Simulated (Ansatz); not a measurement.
# W chain started as a dimerised line: one chain at several levels of theory, part 4 of 4

How many channels does the W chain started as a dimerised line carry, and how sure is the answer?

Ansatz 0.2.0; DFT PBE, plane waves, PAW; relaxation of a chain's period (the session's first sound run).

So far. Step 11 (Relaxing the period, cutoff 1290 eV): The cell's length comes to 4.839 Å, +0.2 % against the first run, with no moment. That is -21 % against the start, more than a small adjustment. Step 12 (The relaxed wire): The cell's length comes to 4.830 Å, -0.0 % against the first run, with spin left out. That is -22 % against the start, more than a small adjustment.

## (14) Two-component spinors

This step: DFT PBE, plane waves, fully relativistic PAW; channels of a perfect chain with spin-orbit coupling (Ansatz 0.2.0).

Spin-orbit coupling mixes the spins and splits bands that cross or touch without it, so it can open or close channels. Fully relativistic datasets take the place of the scalar ones. The window is narrow, since spinor matrices are twice as large.

Input file input.yaml:

```yaml
crystal:
  lattice:
    - [7.5, 0.0, 0.0]
    - [0.0, 7.5, 0.0]
    - [0.0, 0.0, 4.8310629836]
  atoms:
    - { symbol: W, position: [0.5, 0.5, 0.018049049] }
    - { symbol: W, position: [0.5, 0.5, 0.431950951] }
kpoints:
  mp_grid: { grid: [1, 1, 17] }
  band_path: { path: ["Γ", Z], npoints: 60 }
scf:
  occupations: { method: fermi_dirac, width: 0.05 }
hamiltonian:
  xc: pbe
  pseudopotentials: { kind: paw_fr }
output:
  transmission:
    e_range: [-0.42, 0.42]
    de: 0.035
    kmesh: [1, 1]
    reduced_basis: false
    leads: [[0, 0]]
magnetization:
  noncollinear: true
  spin_orbit: true
```

The run is started by

```bash
$ ansatz run input.yaml --threads 4 --pin off --max-ram 8192MiB --backend cpu --events-out ev --progress --plain --runs-dir out
```

Numbers of over 12 decimals in the logs are rounded to 6 here.

Log:

```text
[...]
non-collinear run that drives no moment, with spin-orbit: no starting moment large enough to seed its density (crystal.atoms[].spin), no starting occupations that ask for one, no magnetisation constraint and no magnetic field, so the semilocal B_xc is pinned to zero
Crystal: 2 atoms, lattice volume = 271.747 Å³
Basis set: ecut = 420 eV, 5281 PW (Γ)
Bands: 36, of which v1, the nominal top of the filled ones, is band 28 counted from 1 (27 counted from 0)
Symmetry: 16 space group operations + 16 with time reversal
[...]
k-points: 9 of 17
Projection manifold: j_resolved (fully-relativistic pseudo-atomic orbitals)
[...]
SCF iter   1: F=—  HF=-20810.342197 eV  |F-HF|=—  |Δ(HF+E_count)|=         —  Δρ=3.68e-2  dr2=8.00e0  dr2_m=0.00e0 (ungated)  ethr=3.10e-3  |M|=0.00e0 ∫|m|=0.00e0 μB  |m|>n=0.0e0 m-floor=0.0e0 τ_xc=0.0e0  β_m=1.00  ⟨swp⟩=9.3  Hψ=927  notcnv=0
[...]
spin=Noncollinear: LDOS preconditioning applied to the charge; magnetization (m_x, m_y, m_z) channels mix plain (no charge-response kernel on spin).
SCF iter   2: F=—  HF=-20810.120785 eV  |F-HF|=—  |Δ(HF+E_count)|=   2.21e-1  Δρ=3.80e-2  dr2=8.13e0  dr2_m=0.00e0 (ungated)  ethr=3.10e-3  |M|=0.00e0 ∫|m|=0.00e0 μB  |m|>n=0.0e0 m-floor=0.0e0 τ_xc=0.0e0  β_m=0.70  ⟨swp⟩=3.7  Hψ=444  notcnv=0  defer=18
[...]
SCF iter   8: F=-20807.977235 eV  HF=-20807.977235 eV  |F-HF|=1.03e-8  |Δ(HF+E_count)|=   5.14e-8  Δρ=2.00e-6  dr2=1.82e-8  dr2_m=0.00e0 (ungated)  ethr=3.22e-10  |M|=0.00e0 ∫|m|=0.00e0 μB  |m|>n=0.0e0 m-floor=0.0e0 τ_xc=0.0e0  ⟨swp⟩=1.2  Hψ=481  notcnv=0
SCF 1 converged in 8 iterations: F = -20807.977235 eV  dr2 = 1.82e-8
[...]
transmission: 8 of 8 steps passed
Second SCF, for the conductance: iteration 1, dr2 4.836e-5 eV
Second SCF, for the conductance: iteration 2, dr2 2.045e-5 eV
Second SCF, for the conductance: iteration 3, dr2 2.010e-7 eV
Second SCF, for the conductance: iteration 4, dr2 1.890e-8 eV
transmission: 8 of 8 steps passed
SCF converged after 8 iterations
Magnetization: |M| = 0.0000 μB,  M = (+0.0000, +0.0000, +0.0000) μB
Absolute magnetization: 0.0000 μB (∫|m|)
  site 0: m = (+0.0000, +0.0000, +0.0000) μB, |m| = 0.0000 μB  (R = 0.82 Å)
  site 1: m = (+0.0000, +0.0000, +0.0000) μB, |m| = 0.0000 μB  (R = 0.82 Å)
Free energy (F): -20807.977235 eV
[...]
Internal energy: -20807.973112 eV  (E = F + TS)
E sigma→0 (E₀):  -20807.975174 eV
Entropy (-TS):   -0.004123 eV (-2.062 meV/atom)
Fermi energy:    -0.856463 eV
[...]
--- Band table (eV; the first three rows and the last of 9) ---
  k-point 0: bands = [... 24 lower, -1.9456, -1.9456, -1.4551, -1.4551, 0.6170, 0.6170, 0.6376, 0.6376, ... 4 higher]
  k-point 1: bands = [... 24 lower, -1.9359, -1.9359, -1.4444, -1.4444, 0.5985, 0.5985, 0.6217, 0.6217, ... 4 higher]
  k-point 2: bands = [... 24 lower, -1.9076, -1.9076, -1.4129, -1.4129, 0.5448, 0.5448, 0.5699, 0.5699, ... 4 higher]
  k-point 8: bands = [... 24 lower, -1.5940, -1.5940, -1.0480, -1.0480, -0.6880, -0.6880, -0.4242, -0.4242, ... 4 higher]
--- Transmission ---
  basis      : 497 plane waves across, 8 finite elements along
  points     : 1, standing for a mesh of 1 x 1
[...]
crystal 0  : W2, at the sites [0, 0], period 4.8311 Å: whole cells are its period
[...]
filled         : 0.1 meV under the level at which it is neutral
    channels       : 0.000000e0 of both spins
[...]
slowest decay  : 0.0856 /Å at (0.0000, 0.0000)
```

Wall time 21 min (4 threads of Arm Neoverse V2, shared host); peak memory 5.8 GiB.

This step gave:

* energy at zero smearing: -20807.9752 eV
* conductance of the lead as this run defines it: 0.003759 G₀
* slowest decay in the lead at the energy nearest the Fermi level: 0.0856 Å⁻¹
* channels at the energy nearest the Fermi level, both spins: 0
* band gap: 0.3336 eV

Table of open channels of the lead, both spins by energy, zero at the Fermi level:

| energy (eV) | open channels of the lead, both spins |
| --- | --- |
| -0.420 | 2 |
| -0.385 | 2 |
| -0.350 | 2 |
| -0.315 | 2 |
| -0.280 | 2 |
| -0.245 | 2 |
| -0.210 | 2 |
| -0.175 | 2 |
| -0.140 | 0 |
| -0.105 | 0 |
| -0.070 | 0 |
| -0.035 | 0 |
| 0.000 | 0 |
| 0.035 | 0 |
| 0.070 | 0 |
| 0.105 | 0 |
| 0.140 | 0 |
| 0.175 | 2 |
| 0.210 | 2 |
| 0.245 | 2 |
| 0.280 | 2 |
| 0.315 | 2 |
| 0.350 | 2 |
| 0.385 | 2 |
| 0.420 | 2 |

The slowest values at each energy, most degenerate partners merged, listed up to 1.5 1/Å. Table of Im kz of the slowest decaying states by energy, zero at the Fermi level:

| energy (eV) | decay 1 (Å⁻¹) | decay 2 (Å⁻¹) | decay 3 (Å⁻¹) | decay 4 (Å⁻¹) |
| --- | --- | --- | --- | --- |
| -0.420 | 0.104 | 0.225 | 0.248 | 0.954 |
| -0.385 | 0.104 | 0.222 | 0.252 | 0.949 |
| -0.350 | 0.105 | 0.218 | 0.246 | 0.265 |
| -0.315 | 0.105 | 0.214 | 0.240 | 0.276 |
| -0.280 | 0.105 | 0.209 | 0.212 | 0.237 |
| -0.245 | 0.104 | 0.204 | 0.209 | 0.234 |
| -0.210 | 0.103 | 0.199 | 0.205 | 0.231 |
| -0.175 | 0.102 | 0.194 | 0.201 | 0.229 |
| -0.140 | 0.0983 | 0.101 | 0.189 | 0.196 |
| -0.105 | 0.0984 | 0.137 | 0.184 | 0.192 |
| -0.070 | 0.0953 | 0.164 | 0.178 | 0.187 |
| -0.035 | 0.0912 | 0.173 | 0.181 | 0.185 |
| 0.000 | 0.0856 | 0.168 | 0.176 | 0.202 |
| 0.035 | 0.0782 | 0.164 | 0.169 | 0.213 |
| 0.070 | 0.0682 | 0.161 | 0.210 | 0.229 |
| 0.105 | 0.0539 | 0.156 | 0.207 | 0.239 |
| 0.140 | 0.0298 | 0.150 | 0.204 | 0.248 |
| 0.175 | 0.145 | 0.201 | 0.256 | 0.303 |
| 0.210 | 0.134 | 0.144 | 0.197 | 0.263 |
| 0.245 | 0.123 | 0.142 | 0.193 | 0.268 |
| 0.280 | 0.111 | 0.140 | 0.189 | 0.273 |
| 0.315 | 0.0978 | 0.139 | 0.185 | 0.277 |
| 0.350 | 0.0818 | 0.137 | 0.181 | 0.279 |
| 0.385 | 0.0608 | 0.136 | 0.176 | 0.277 |
| 0.420 | 0.0247 | 0.134 | 0.171 | 0.271 |

The electronic bands at the labelled points (eV, zero at the Fermi level):

| point | band 25 | band 26 | band 27 | band 28 | band 29 | band 30 | band 31 | band 32 |
| --- | --- | --- | --- | --- | --- | --- | --- | --- |
| Γ | -1.09 | -1.09 | -0.60 | -0.60 | 1.47 | 1.47 | 1.49 | 1.49 |
| halfway | -0.93 | -0.93 | -0.42 | -0.42 | 1.05 | 1.05 | 1.13 | 1.13 |
| Z | -0.73 | -0.73 | -0.19 | -0.19 | 0.15 | 0.15 | 0.42 | 0.42 |

At the computed energy nearest the Fermi level there are 0 spinor channels, and the thermal average gives 0.00376 G₀; the gap is 0.33 eV.

For the conductance of the lead as this run defines it, step 3 gave 1.8e-5 G₀; this run, with PBE spin-orbit, gives 0.00376 G₀.

## (15) A varied input

This step: DFT PBE, plane waves, PAW; channels and complex bands of a perfect chain; changed: output.transmission.e_range = [0, 2], output.transmission.de = 0.05 (Ansatz 0.2.0).

The atoms of the run on the perfect lead (PBE) are kept and the input is varied, to see whether the result depends on it. The ELF is not written this time.

input.yaml, the sections that differ from step 14:

```yaml
hamiltonian:
  xc: pbe
output:
  transmission:
    e_range: [0, 2]
    de: 0.05
    kmesh: [1, 1]
    reduced_basis: true
    leads: [[0, 0]]
  dos: { projected: true, e_range: [-6, 4] }
  write_potential: true
  write_density: true
  volumetric_format: npy
# crystal, kpoints, scf: as in step 14
# magnetization: removed
```

Log:

```text
[...]
Crystal: 2 atoms, lattice volume = 271.747 Å³
Basis set: ecut = 420 eV, 5281 PW (Γ)
Bands: 18, of which v1, the nominal top of the filled ones, is band 14 counted from 1 (13 counted from 0)
Symmetry: 16 space group operations
[...]
k-points: 9 of 17
[...]
SCF iter   1: F=—  HF=-20759.052424 eV  |F-HF|=—  |Δ(HF+E_count)|=         —  Δρ=1.68e-2  dr2=6.58e-1  ethr=1.77e-3  ⟨swp⟩=6.7  Hψ=781  notcnv=0
[...]
SCF iter   8: F=-20758.908238 eV  HF=-20758.908238 eV  |F-HF|=8.57e-9  |Δ(HF+E_count)|=   7.68e-8  Δρ=2.53e-6  dr2=3.13e-8  ethr=3.57e-10  ⟨swp⟩=4.9  Hψ=536  notcnv=0
SCF 1 converged in 8 iterations: F = -20758.908238 eV  dr2 = 3.13e-8
[...]
transmission: 6 of 36 steps passed
transmission: 12 of 36 steps passed
[...]
transmission: 36 of 36 steps passed
[...]
SCF converged after 8 iterations
Free energy (F): -20758.908238 eV
[...]
Internal energy: -20758.907687 eV  (E = F + TS)
E sigma→0 (E₀):  -20758.907962 eV
Entropy (-TS):   -0.000551 eV (-0.275 meV/atom)
Fermi energy:    -0.964809 eV
[...]
--- Band table (eV; the first three rows and the last of 9) ---
  k-point 0: bands = [... 10 lower, -4.2591, -3.3637, -1.7196, -1.6877, 0.9087, 0.9136, 0.9347, 0.9347]
  k-point 1: bands = [... 10 lower, -4.2325, -3.3484, -1.7092, -1.6776, 0.8883, 0.8939, 0.9194, 0.9194]
  k-point 2: bands = [... 10 lower, -4.1540, -3.3032, -1.6786, -1.6479, 0.8293, 0.8371, 0.8432, 0.8687]
  k-point 8: bands = [... 10 lower, -2.7630, -2.2033, -1.3267, -1.3084, -0.6709, -0.2061, -0.2061, 0.2408]
--- Transmission ---
  basis      : 497 plane waves across, 6 finite elements along
  points     : 1, standing for a mesh of 1 x 1
[...]
crystal 0  : W2, at the sites [0, 0], period 4.8311 Å: whole cells are its period
[...]
channels       : 0.000000e0 a spin
    conductance    : none, the energies end too early or step too widely for 300 K: set another output.transmission.e_range or a lower de, or, where they end at an eighth of basis.ecutwfc, a higher one
    slowest decay  : 0.1093 /Å at (0.0000, 0.0000)
```

It took 7.3 s on 4 threads; peak memory 0.49 GiB; 25 s of CPU time.

This step gave:

- energy at zero smearing: -20758.9080 eV
- slowest decay in the lead at the energy nearest the Fermi level: 0.1093 Å⁻¹
- band gap: 0.6150 eV

Open channels of the lead, one spin against energy, zero at the Fermi level:

energy (eV), open channels of the lead, one spin and a bar:
```
    0.000       0.00 
    0.050       0.00 
    0.100       0.00 
    0.150       0.00 
    0.200       0.00 
    0.250       0.00 
    0.300       1.00 ######
    0.400       1.00 ######
    0.450       1.00 ######
    0.500       1.00 ######
    0.550       1.00 ######
    0.600       1.00 ######
    0.650       1.00 ######
    0.700       1.00 ######
    0.750       3.00 ##################
    0.800       3.00 ##################
    0.850       3.00 ##################
    0.900       3.00 ##################
    0.950       3.00 ##################
    1.050       3.00 ##################
    1.100       3.00 ##################
    1.150       3.00 ##################
    1.200       4.00 ########################
    1.250       5.00 ##############################
    1.300       5.00 ##############################
    1.350       5.00 ##############################
    1.400       5.00 ##############################
    1.450       5.00 ##############################
    1.500       5.00 ##############################
    1.550       5.00 ##############################
    1.600       5.00 ##############################
    1.700       5.00 ##############################
    1.750       5.00 ##############################
    1.800       5.00 ##############################
    1.850       5.00 ##############################
    1.900       1.00 ######
    1.950       1.00 ######
    2.000       2.00 ############
```

It took 7.3 s against 41 s for the run it varies; the program gives no conductance for this window, step and temperature, so that result is lost.

The slowest decay in the lead at the energy nearest the Fermi level and band gap stay within 0.2 % plus 0.001 of the run it varies.

## (16) The same system on other settings

This step: DFT PBE, plane waves, PAW; channels and complex bands of a perfect chain; changed: output.transmission.e_range = [-80, 80], output.transmission.de = 5, scf.max_iter = 100 (Ansatz 0.2.0).

The input of the run on the perfect lead (PBE) is made doubtful on purpose. The ELF is not written this time.

input.yaml, as its differences from that of step 15:

```diff
@@ -13,2 +13,3 @@
   occupations: { method: fermi_dirac, width: 0.05 }
+  max_iter: 100
 hamiltonian:
@@ -17,4 +18,4 @@
   transmission:
-    e_range: [0, 2]
-    de: 0.05
+    e_range: [-80, 80]
+    de: 5
     kmesh: [1, 1]
```

Log:

```text
Error: inconsistent input (output.transmission.e_range, basis.ecutwfc): energies over 52 eV from the Fermi level are not served at this cutoff: ask for nearer ones, or raise it
```

Wall time 0.03 s (4 threads); peak memory 0.1 GiB.

The input was rejected at the start.

The program's message: “Error: inconsistent input (output.transmission.e_range, basis.ecutwfc): energies over 52 eV from the Fermi level are not served at this cutoff: ask for nearer ones, or raise it”

The change that led to it: output.transmission.e_range = [-80, 80] and output.transmission.de = 5.

## (17) Summary of results

| Item | Value |
| --- | --- |
| cell length, PBE | 4.831 Å |
| cell length, RPBE | 4.875 Å |
| cell length, r2SCAN | 4.804 Å |
| cell length, PBEsol | 4.769 Å |
| cell length, PBE, JTH files | 4.839 Å |
| cell length, PBE, no spin | 4.830 Å |
| conductance, PBE | 1.8e-5 G₀ |
| gap, PBE | 0.615 eV |
| conductance, RPBE | 2.1e-4 G₀ |
| gap, RPBE | 0.493 eV |
| conductance, r2SCAN | 5.2e-8 G₀ |
| gap, r2SCAN | 0.920 eV |
| conductance, PBEsol | 2.6e-7 G₀ |
| gap, PBEsol | 0.832 eV |
| conductance, with spin-orbit coupling | 0.00376 G₀ |
| gap, with spin-orbit coupling | 0.334 eV |

What this shows: Under PBE the cell's length is 4.83 Å, no moment survives, and a gap of 0.62 eV makes it a semiconductor. The cell's length spans 2.2 % over the functionals, shortest under PBEsol and longest under RPBE. At the relaxed period the wire is gapped under every functional, from 0.49 eV (RPBE) to 0.92 eV (r2SCAN). Weak screening in one dimension makes quasiparticle gaps larger than the semilocal gaps, as a rule. At the relaxed period it is a straight line with bonds of 2.00 and 2.83 Å, as the straight start enforces by symmetry. Spin-orbit coupling changes the gap from 0.62 to 0.33 eV. Transport is coherent and elastic here: the atoms are frozen, so scattering by vibrations plays no part.

[Logs are printed without paths, hosts, clocks, repeated set-up lines and the standing remarks that a program may print on its own settings, such as how far it seeks lower states.]

[Hosts, paths, dates, database ids (printed as entryN), source tags and the programs' standing remarks are cut or masked in the printed files.]
